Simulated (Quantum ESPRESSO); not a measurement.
## Fe3Ge: parallel and opposed starts

A self-consistent run ends on one state, which hangs on the start. Several orders of Fe3Ge are started in Quantum ESPRESSO and their energies compared.

Method: PBEsol; plane waves with GBRV 1.5 PBEsol potentials, no spin-orbit coupling, in Quantum ESPRESSO 7.5.

## 1. Starting point

It takes space group Pm-3m (No. 221, cubic). The conventional cell has a = 3.661 Å, b = 3.661 Å, c = 3.661 Å, α = 90.00°, β = 90.00°, γ = 90.00°. Nearest to Fe lie 4 Ge at 2.59 Å and 8 Fe at 2.59 Å. Nearest to Ge lie 12 Fe at 2.59 Å. Farther neighbours are not listed.

The cell comes from Materials Project 2023-11-01, a database of computed structures, and need not be the stable phase.

## 2. Run 1, typed as ferro +++

The signs are those of the starting moments on the seeded atoms, the atoms that are given a moment.

The input, pw.in:

```
&CONTROL
  calculation = 'scf'
  prefix = 'pwscf'
  outdir = './tmp'
  pseudo_dir = './pseudo'
  disk_io = 'nowf'
/
&SYSTEM
  ibrav = 0
  celldm(1) = 8
  nat = 4
  ntyp = 2
  ecutwfc = 40
  ecutrho = 280
  nbnd = 45
  occupations = 'smearing'
  smearing = 'fd'
  degauss = 0.00734986
  nspin = 2
  starting_magnetization(1) = 0.175
  starting_magnetization(2) = 0
/
&ELECTRONS
  conv_thr = 8d-09
  electron_maxstep = 150
  mixing_beta = 0.3
/
ATOMIC_SPECIES
Fe     55.8450 fe_pbesol_v1.5.uspp.F.UPF
Ge     72.6300 ge_pbesol_v1.4.uspp.F.UPF
CELL_PARAMETERS alat
   0.8646679327313    0.0000000000000    0.0000000000000
   0.0000000000000    0.8646679327313    0.0000000000000
   0.0000000000000    0.0000000000000    0.8646679327313
ATOMIC_POSITIONS crystal
Fe      0.0000000000    0.5000000000    0.5000000000
Fe      0.5000000000    0.5000000000    0.0000000000
Fe      0.5000000000    0.0000000000    0.5000000000
Ge      0.0000000000    0.0000000000    0.0000000000
K_POINTS automatic
10 10 10 0 0 0
```

Run with:

```sh
> OMP_NUM_THREADS=1 mpirun -n 4 pw.x -nk 4 -in pw.in > pw.out
```

The program printed:

```text
Program PWSCF v.7.5 starts

     Message from routine setup:
     using ibrav=0 with symmetry is DISCOURAGED, use correct ibrav instead

     K-points division:     npool     =       4
     Subspace diagonalization in iterative solution of the eigenvalue problem:

     G-vector sticks info
     --------------------
     sticks:   dense  smooth     PW     G-vecs:    dense   smooth      PW
     Sum        1069     601    193                26145    11123    2007

     Using Slab Decomposition

     bravais-lattice index     =            0
     lattice parameter (alat)  =       8.0000  a.u.
     unit-cell volume          =     330.9924 (a.u.)^3
     number of atoms/cell      =            4
     number of atomic types    =            2
     number of electrons       =        62.00
     number of Kohn-Sham states=           45
     kinetic-energy cutoff     =      40.0000  Ry
     charge density cutoff     =     280.0000  Ry
     scf convergence threshold =      8.0E-09
     mixing beta               =       0.3000
     number of iterations used =            8  plain     mixing
     Exchange-correlation= SLA  PW   PSX  PSC
                           (   1   4  10   8   0   0   0)

     celldm(1)=   8.000000  celldm(2)=   0.000000  celldm(3)=   0.000000
     celldm(4)=   0.000000  celldm(5)=   0.000000  celldm(6)=   0.000000

     crystal axes: (cart. coord. in units of alat)
               a(1) = (   0.864668   0.000000   0.000000 )
               a(2) = (   0.000000   0.864668   0.000000 )
               a(3) = (   0.000000   0.000000   0.864668 )

     reciprocal axes: (cart. coord. in units 2 pi/alat)
               b(1) = (  1.156513  0.000000  0.000000 )
               b(2) = (  0.000000  1.156513  0.000000 )
               b(3) = (  0.000000  0.000000  1.156513 )

     PseudoPot. # 1 for Fe read from file:
     fe_pbesol_v1.5.uspp.F.UPF
     Pseudo is Ultrasoft + core correction, Zval = 16.0
     Generated by new atomic code, or converted to UPF format
     Using radial grid of  861 points,  6 beta functions with:
                l(1) =   0
                l(2) =   0
                l(3) =   1
                l(4) =   1
                l(5) =   2
                l(6) =   2
     Q(r) pseudized with  8 coefficients,  rinner =    1.000   1.000   1.000
                                                       1.000   1.000

     PseudoPot. # 2 for Ge read from file:
     ge_pbesol_v1.4.uspp.F.UPF
     Pseudo is Ultrasoft + core correction, Zval = 14.0
     Generated by new atomic code, or converted to UPF format
     Using radial grid of  873 points,  6 beta functions with:
                l(1) =   0
                l(2) =   0
                l(3) =   1
                l(4) =   1
                l(5) =   2
                l(6) =   2
     Q(r) pseudized with  8 coefficients,  rinner =    1.400   1.400   1.400
                                                       1.400   1.400

     atomic species   valence    mass     pseudopotential
     Fe               16.00    55.84500     Fe( 1.00)
     Ge               14.00    72.63000     Ge( 1.00)

     Starting magnetic structure
     atomic species   magnetization
     Fe              0.175
     Ge              0.000

     48 Sym. Ops., with inversion, found

   Cartesian axes

     site n.     atom                  positions (alat units)
         1        Fe     tau(   1) = (   0.0000000   0.4323340   0.4323340  )
         2        Fe     tau(   2) = (   0.4323340   0.4323340   0.0000000  )
         3        Fe     tau(   3) = (   0.4323340   0.0000000   0.4323340  )
         4        Ge     tau(   4) = (   0.0000000   0.0000000   0.0000000  )

     number of k points=    56  Fermi-Dirac smearing, width (Ry)=  0.0073
                       cart. coord. in units 2pi/alat
        k(    1) = (   0.0000000   0.0000000   0.0000000), wk =   0.0010000
        k(    2) = (   0.0000000   0.0000000   0.1156513), wk =   0.0060000
        k(    3) = (   0.0000000   0.0000000   0.2313027), wk =   0.0060000
        k(    4) = (   0.0000000   0.0000000   0.3469540), wk =   0.0060000
        k(    5) = (   0.0000000   0.0000000   0.4626053), wk =   0.0060000
        [... 51 further k-points ...]

     Dense  grid:    26145 G-vectors     FFT dimensions: (  40,  40,  40)

     Smooth grid:    11123 G-vectors     FFT dimensions: (  27,  27,  27)

     Check: negative core charge=   -0.000047
     Generating pointlists ...
     new r_m :   0.2522 (alat units)  2.0177 (a.u.) for type    1
     new r_m :   0.2522 (alat units)  2.0177 (a.u.) for type    2

     Initial potential from superposition of free atoms

     starting charge      58.9992, renormalised to      62.0000
     Starting wfcs are   48 randomized atomic wfcs

     Self-consistent Calculation

     iteration #  1     ecut=    40.00 Ry     beta= 0.30
     Davidson diagonalization with overlap
     ethr =  1.00E-02,  avg # of iterations =  3.4

     total energy              =    -963.34692631 Ry
     estimated scf accuracy    <       3.61000083 Ry

     total magnetization       =     6.29 Bohr mag/cell
     absolute magnetization    =     6.55 Bohr mag/cell

     iteration #  2     ecut=    40.00 Ry     beta= 0.30
     Davidson diagonalization with overlap
     ethr =  5.82E-03,  avg # of iterations =  2.0

     total energy              =    -963.74479244 Ry
     estimated scf accuracy    <       0.43618894 Ry

     total magnetization       =     6.51 Bohr mag/cell
     absolute magnetization    =     6.87 Bohr mag/cell

     iteration #  3     ecut=    40.00 Ry     beta= 0.30
     Davidson diagonalization with overlap
     ethr =  7.04E-04,  avg # of iterations =  2.3

     total energy              =    -963.79828519 Ry
     estimated scf accuracy    <       0.07729516 Ry

     total magnetization       =     6.70 Bohr mag/cell
     absolute magnetization    =     7.06 Bohr mag/cell

     [... further iterations left out ...]

     iteration #  8     ecut=    40.00 Ry     beta= 0.30
     Davidson diagonalization with overlap
     ethr =  1.18E-08,  avg # of iterations =  2.3

     total energy              =    -963.81485631 Ry
     estimated scf accuracy    <       0.00000476 Ry

     total magnetization       =     6.64 Bohr mag/cell
     absolute magnetization    =     7.13 Bohr mag/cell

     iteration #  9     ecut=    40.00 Ry     beta= 0.30
     Davidson diagonalization with overlap
     ethr =  7.68E-09,  avg # of iterations =  2.0

     total energy              =    -963.81485781 Ry
     estimated scf accuracy    <       0.00000033 Ry

     total magnetization       =     6.64 Bohr mag/cell
     absolute magnetization    =     7.13 Bohr mag/cell

     iteration # 10     ecut=    40.00 Ry     beta= 0.30
     Davidson diagonalization with overlap
     ethr =  5.27E-10,  avg # of iterations =  2.0

     total energy              =    -963.81485807 Ry
     estimated scf accuracy    <       0.00000010 Ry

     total magnetization       =     6.64 Bohr mag/cell
     absolute magnetization    =     7.13 Bohr mag/cell

     iteration # 11     ecut=    40.00 Ry     beta= 0.30
     Davidson diagonalization with overlap
     ethr =  1.58E-10,  avg # of iterations =  1.5

     Magnetic moment per site  (integrated on atomic sphere of radius R)
     atom   1 (R=0.252)  charge= 14.6745  magn=  2.2772
     atom   2 (R=0.252)  charge= 14.6745  magn=  2.2772
     atom   3 (R=0.252)  charge= 14.6745  magn=  2.2772
     atom   4 (R=0.252)  charge= 12.2092  magn= -0.1159

     End of self-consistent calculation

     Number of k-points >= 100: set verbosity='high' to print the bands.

     the Fermi energy is    17.3931 ev

!    total energy              =    -963.81485825 Ry
     estimated scf accuracy    <          4.6E-09 Ry
     smearing contrib. (-TS)   =      -0.00819424 Ry
     internal energy E=F+TS    =    -963.80666401 Ry

     The total energy is F=E-TS. E is the sum of the following terms:
     one-electron contribution =    -450.46928229 Ry
     hartree contribution      =     269.18329713 Ry
     xc contribution           =    -144.58549383 Ry
     ewald contribution        =    -637.93518501 Ry

     total magnetization       =     6.64 Bohr mag/cell
     absolute magnetization    =     7.13 Bohr mag/cell

     convergence has been achieved in  11 iterations

=------------------------------------------------------------------------------=
   JOB DONE.
=------------------------------------------------------------------------------=
```

Elapsed: 65 s, on 4 MPI ranks of Intel Xeon at 2.50GHz (Skylake/Cascade Lake), shared host; peak memory 0.46 GiB.

Spin moment in the atom's sphere by atom:

```
atom  spin moment in the atom's sphere (μB)
 Fe1                                   2.28
 Fe2                                   2.28
 Fe3                                   2.28
 Ge4                                  -0.12
```

Read from the output:

```yaml
smearing_term_ts: 0.1115 eV
magnetization: 6.636 μB
absolute_magnetization: 7.133 μB
final_state: ferromagnetic
```

## 3. Run 2 (antiferro q=(0,0,1/2) +−+−−+)

This order needs a doubled cell of 8 atoms. The wavevector q is in fractions of the reciprocal vectors of the crystal's primitive cell, as the cells of these inputs are built from it; moments change sign between cells as cos(2π q·R).

The input, pw.in:

```
&CONTROL
  calculation = 'scf'
  prefix = 'pwscf'
  outdir = './tmp'
  pseudo_dir = './pseudo'
  disk_io = 'nowf'
/
&SYSTEM
  ibrav = 0
  celldm(1) = 8
  nat = 8
  ntyp = 3
  ecutwfc = 40
  ecutrho = 280
  nbnd = 77
  occupations = 'smearing'
  smearing = 'fd'
  degauss = 0.00734986
  nspin = 2
  starting_magnetization(1) = 0.175
  starting_magnetization(2) = -0.175
  starting_magnetization(3) = 0
/
&ELECTRONS
  conv_thr = 1.6d-08
  electron_maxstep = 150
  mixing_beta = 0.3
/
ATOMIC_SPECIES
Fe1    55.8450 fe_pbesol_v1.5.uspp.F.UPF
Fe2    55.8450 fe_pbesol_v1.5.uspp.F.UPF
Ge     72.6300 ge_pbesol_v1.4.uspp.F.UPF
CELL_PARAMETERS alat
   0.8646679327313    0.0000000000000    0.0000000000000
   0.0000000000000    0.8646679327313    0.0000000000000
   0.0000000000000    0.0000000000000    1.7293358654626
ATOMIC_POSITIONS crystal
Fe1     0.0000000000    0.5000000000    0.2500000000
Fe2     0.0000000000    0.5000000000    0.7500000000
Fe1     0.5000000000    0.5000000000    0.0000000000
Fe2     0.5000000000    0.5000000000    0.5000000000
Fe2     0.5000000000    0.0000000000    0.2500000000
Fe1     0.5000000000    0.0000000000    0.7500000000
Ge      0.0000000000    0.0000000000    0.0000000000
Ge      0.0000000000    0.0000000000    0.5000000000
K_POINTS automatic
10 10 5 0 0 0
```

The program printed:

```text
[banner, memory and clock lines left out]
Program PWSCF v.7.5 starts

     Message from routine setup:
     using ibrav=0 with symmetry is DISCOURAGED, use correct ibrav instead

     bravais-lattice index     =            0
     lattice parameter (alat)  =       8.0000  a.u.
     unit-cell volume          =     661.9848 (a.u.)^3
     number of atoms/cell      =            8
     number of atomic types    =            3
     number of electrons       =       124.00
     number of Kohn-Sham states=           77
     kinetic-energy cutoff     =      40.0000  Ry
     charge density cutoff     =     280.0000  Ry
     scf convergence threshold =      1.6E-08
     mixing beta               =       0.3000
     number of iterations used =            8  plain     mixing
     Exchange-correlation= SLA  PW   PSX  PSC
                           (   1   4  10   8   0   0   0)

     celldm(1)=   8.000000  celldm(2)=   0.000000  celldm(3)=   0.000000
     celldm(4)=   0.000000  celldm(5)=   0.000000  celldm(6)=   0.000000

     crystal axes: (cart. coord. in units of alat)
               a(1) = (   0.864668   0.000000   0.000000 )
               a(2) = (   0.000000   0.864668   0.000000 )
               a(3) = (   0.000000   0.000000   1.729336 )

     reciprocal axes: (cart. coord. in units 2 pi/alat)
               b(1) = (  1.156513  0.000000  0.000000 )
               b(2) = (  0.000000  1.156513  0.000000 )
               b(3) = (  0.000000  0.000000  0.578257 )

     PseudoPot. # 1 for Fe read from file:
     fe_pbesol_v1.5.uspp.F.UPF
     Pseudo is Ultrasoft + core correction, Zval = 16.0

     PseudoPot. # 2 for Fe read from file:
     fe_pbesol_v1.5.uspp.F.UPF
     Pseudo is Ultrasoft + core correction, Zval = 16.0

     PseudoPot. # 3 for Ge read from file:
     ge_pbesol_v1.4.uspp.F.UPF
     Pseudo is Ultrasoft + core correction, Zval = 14.0

     atomic species   valence    mass     pseudopotential
     Fe1              16.00    55.84500     Fe( 1.00)
     Fe2              16.00    55.84500     Fe( 1.00)
     Ge               14.00    72.63000     Ge( 1.00)

     Starting magnetic structure
     atomic species   magnetization
     Fe1             0.175
     Fe2            -0.175
     Ge              0.000

      8 Sym. Ops. (no inversion) found

   Cartesian axes

     site n.     atom                  positions (alat units)
         1        Fe1    tau(   1) = (   0.0000000   0.4323340   0.4323340  )
         2        Fe2    tau(   2) = (   0.0000000   0.4323340   1.2970019  )
         3        Fe1    tau(   3) = (   0.4323340   0.4323340   0.0000000  )
         4        Fe2    tau(   4) = (   0.4323340   0.4323340   0.8646679  )
         5        Fe2    tau(   5) = (   0.4323340   0.0000000   0.4323340  )
         6        Fe1    tau(   6) = (   0.4323340   0.0000000   1.2970019  )
         7        Ge     tau(   7) = (   0.0000000   0.0000000   0.0000000  )
         8        Ge     tau(   8) = (   0.0000000   0.0000000   0.8646679  )

     number of k points=    63  Fermi-Dirac smearing, width (Ry)=  0.0073
                       cart. coord. in units 2pi/alat
        k(    1) = (   0.0000000   0.0000000   0.0000000), wk =   0.0020000
        k(    2) = (   0.0000000   0.0000000   0.1156513), wk =   0.0040000
        k(    3) = (   0.0000000   0.0000000   0.2313027), wk =   0.0040000
        k(    4) = (   0.0000000   0.1156513   0.0000000), wk =   0.0080000
        k(    5) = (   0.0000000   0.1156513   0.1156513), wk =   0.0160000
        [... 58 further k-points ...]

     Dense  grid:    52357 G-vectors     FFT dimensions: (  40,  40,  75)

     Smooth grid:    22439 G-vectors     FFT dimensions: (  27,  27,  60)

     Check: negative core charge=   -0.000048
     Generating pointlists ...
     new r_m :   0.2522 (alat units)  2.0177 (a.u.) for type    1
     new r_m :   0.2522 (alat units)  2.0177 (a.u.) for type    2
     new r_m :   0.2522 (alat units)  2.0177 (a.u.) for type    3

     Initial potential from superposition of free atoms

     starting charge     117.9984, renormalised to     124.0000
     Starting wfcs are   96 randomized atomic wfcs

     Self-consistent Calculation

     iteration #  1     ecut=    40.00 Ry     beta= 0.30
     Davidson diagonalization with overlap
     ethr =  1.00E-02,  avg # of iterations =  2.0

     total energy              =   -1926.69397942 Ry
     estimated scf accuracy    <       7.10159910 Ry

     total magnetization       =     0.00 Bohr mag/cell
     absolute magnetization    =    12.49 Bohr mag/cell

     iteration #  2     ecut=    40.00 Ry     beta= 0.30
     Davidson diagonalization with overlap
     ethr =  5.73E-03,  avg # of iterations =  2.0

     total energy              =   -1927.37035530 Ry
     estimated scf accuracy    <       0.92462584 Ry

     total magnetization       =    -0.00 Bohr mag/cell
     absolute magnetization    =    13.17 Bohr mag/cell

     [... further iterations left out ...]

     iteration # 22     ecut=    40.00 Ry     beta= 0.30
     Davidson diagonalization with overlap
     ethr =  8.08E-11,  avg # of iterations =  2.0

     total energy              =   -1927.54973454 Ry
     estimated scf accuracy    <       0.00000002 Ry

     total magnetization       =    -0.00 Bohr mag/cell
     absolute magnetization    =    12.80 Bohr mag/cell

     iteration # 23     ecut=    40.00 Ry     beta= 0.30
     Davidson diagonalization with overlap
     ethr =  1.64E-11,  avg # of iterations =  2.7

     Magnetic moment per site  (integrated on atomic sphere of radius R)
     atom   1 (R=0.252)  charge= 14.6746  magn=  2.0314
     atom   2 (R=0.252)  charge= 14.6746  magn= -2.0315
     atom   3 (R=0.252)  charge= 14.6678  magn=  2.1093
     atom   4 (R=0.252)  charge= 14.6686  magn= -2.1093
     atom   5 (R=0.252)  charge= 14.6746  magn= -2.0315
     atom   6 (R=0.252)  charge= 14.6746  magn=  2.0314
     atom   7 (R=0.252)  charge= 12.2110  magn= -0.0155
     atom   8 (R=0.252)  charge= 12.2119  magn=  0.0155

     End of self-consistent calculation

     Number of k-points >= 100: set verbosity='high' to print the bands.

     the Fermi energy is    17.1937 ev

!    total energy              =   -1927.54973456 Ry
     estimated scf accuracy    <          4.9E-09 Ry
     smearing contrib. (-TS)   =      -0.02655901 Ry
     internal energy E=F+TS    =   -1927.52317555 Ry

     The total energy is F=E-TS. E is the sum of the following terms:
     one-electron contribution =    -900.59837073 Ry
     hartree contribution      =     537.90835651 Ry
     xc contribution           =    -288.96279132 Ry
     ewald contribution        =   -1275.87037001 Ry

     total magnetization       =    -0.00 Bohr mag/cell
     absolute magnetization    =    12.81 Bohr mag/cell

     convergence has been achieved in  23 iterations
```

Wall time 9.8 min (4 MPI ranks); peak memory 0.95 GiB; 39 min of CPU time.

Spin moment in the atom's sphere by atom:

```
atom  spin moment in the atom's sphere (μB)
 Fe1                                   2.03
 Fe2                                  -2.03
 Fe3                                   2.11
 Fe4                                  -2.11
 Fe5                                  -2.03
 Fe6                                   2.03
 Ge7                                  -0.02
 Ge8                                   0.02
```

This step gave:

```yaml
smearing_term_ts: 0.3614 eV
magnetization: 0 μB
absolute_magnetization: 12.80 μB
final_state: antiferromagnetic
```

[end of part 1 of 2]

[Logs and program files are shortened in this print: banners, set-up blocks, solver, clock and traceback lines can be left out without a mark of their own.]

[Logs are printed without paths, hosts, clocks, repeated set-up lines and the standing remarks that a program may print on its own settings, such as how far it seeks lower states.]

[Hosts, paths, dates, database ids (printed as entryN), source tags and the programs' standing remarks are cut or masked in the printed files.]

[Where a cell is said to come from a database of computed structures, the database is the Materials Project.]
